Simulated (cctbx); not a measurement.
# Reading a Patterson map

Space group Fm-3m (no. 225), a = 10.4730 Å, b = 10.4730 Å, c = 10.4730 Å, α = 90.00°, β = 90.00°, γ = 90.00°, content Ti12 N24 Be80.

Simulated single-crystal data (cctbx): Cu Kα, λ = 1.54184 Å, to d = 0.8 Å, 50 % of the full sphere, strongest reflection 20000 counts, noise from counting, a 3 % proportional error and a noise floor of 2 counts (s.d.); no absorption.

Patterson synthesis from sharpened amplitudes, origin scaled to 1000:

```text
Patterson group F m -3 m
      u       v       w   height  length (A)
  0.000   0.000   0.000   1000.0     0.00
  0.000   0.000   0.500    592.1     5.24
  0.250   0.250   0.250    562.3     4.53
  0.000   0.250   0.250    150.6     3.70
  0.128   0.128   0.372    130.5     4.33
  0.000   0.000   0.280    104.0     2.94
  0.000   0.172   0.172     70.1     2.55
  0.122   0.122   0.122     65.5     2.22
  0.078   0.078   0.249     54.2     2.86
  0.187   0.187   0.313     36.5     4.29
  0.000   0.000   0.109     31.6     1.14
  0.061   0.061   0.061     26.2     1.11
  0.000   0.000   0.390     22.0     4.08
  0.062   0.062   0.438     19.9     4.68
```

Q: Assign the vectors.

A peak at u stands for all pairs with xi − xj = u, with weight Σ ZiZj against Σ Z² = 8264 at the origin. Peak heights follow these weights only roughly, since form factors, motion and series ripples differ, all vectors within 0.55 Å of a peak are counted as merged into it though the farther ones add only part of their weight, and F(000) is left out, which lowers the whole map:

| u | v | w | shortest length (Å) | height | 1000 ΣZiZj/ΣZ² | pairs in the cell |
| --- | --- | --- | --- | --- | --- | --- |
| 0.000 | 0.000 | 0.500 | 5.24 | 592 | 469 | 8 × Ti–Ti |
| 0.250 | 0.250 | 0.250 | 4.53 | 562 | 500 | 8 × Ti–Ti, 16 × Be–Be |
| 0.000 | 0.250 | 0.250 | 3.70 | 151 | 424 | 16 × Ti–N, 16 × N–N, 16 × Be–Be |
| 0.128 | 0.128 | 0.372 | 4.33 | 130 | 252 | 16 × Ti–Be, 24 × N–Be |
| 0.000 | 0.000 | 0.280 | 2.93 | 104 | 180 | 8 × Ti–N, 16 × Be–Be |
| 0.000 | 0.172 | 0.172 | 2.55 | 70 | 124 | 8 × Ti–Be, 20 × Be–Be |
| 0.122 | 0.122 | 0.122 | 2.21 | 66 | 167 | 8 × Ti–Be, 24 × N–Be |
| 0.078 | 0.078 | 0.249 | 2.85 | 54 | 85 | 8 × Ti–Be |

The table stops at ten peaks or at a height of 45, below which ripples compete. In the model behind the data Ti, the heaviest element, has 2 independent sites: (1/4, 3/4, 3/4) and (0, 0, 0), up to an allowed shift of origin; the Ti–Ti vectors are differences of these positions and their symmetry mates. The whole model:

| atom | mult. | x | y | z | Ueq (Å²) |
| --- | --- | --- | --- | --- | --- |
| Ti1 | 8 | 1/4 | 3/4 | 3/4 | 0.0169 |
| Ti2 | 4 | 0 | 0 | 0 | 0.0200 |
| N1 | 24 | 0.7216 | 0 | 0 | 0.0284 |
| Be1 | 32 | 0.3804 | 0.8804 | 0.8804 | 0.0291 |
| Be2 | 48 | 0 | 0.8294 | 0.8294 | 0.0295 |

The model is made up (kin elements in a known structure type, no relaxation), so it says nothing on whether the phase exists.

[Logs are printed without paths, hosts, clocks, repeated set-up lines and the standing remarks that a program may print on its own settings, such as how far it seeks lower states.]
